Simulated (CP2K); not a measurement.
Two runs for the N K edge of 5-carboxypyrimidine. Run A: CP2K XAS_TDP, all-electron GAPW, PBEh(45%), aug-cc-pVDZ, TDA, no relativity. Run B differs in one setting.

First lines with a strength over 0.0015. A:

```
              atom  energy (eV)  states  strength, one atom
N6 (bonded to 2 C)       394.92       1              0.0504
                         399.90       1              0.0055
                         402.88       1              0.0015
                         402.95       1              0.0042
                         403.01       1              0.0033
```

B:

```
              atom  energy (eV)  states  strength, one atom
N6 (bonded to 2 C)       399.84       1              0.0497
                         404.82       1              0.0054
                         407.80       1              0.0015
                         407.88       1              0.0042
                         407.93       1              0.0032
```

Question: Which was it: GW2X switched on, the functional, the basis, scalar relativity switched on?

GW2X switched on. GW2X shifts an atom's lines together and keeps their spacings. Against PBEh(45%) in aug-cc-pVDZ, the leading line moves by +4.92 eV, to 399.84 eV.

[Banner, clock and machine lines of the logs are left out without a mark of their own.]

[Logs are printed without paths, hosts, clocks, repeated set-up lines and the standing remarks that a program may print on its own settings, such as how far it seeks lower states.]

[Hosts, paths, dates, database ids (printed as entryN), source tags and the programs' standing remarks are cut or masked in the printed files.]
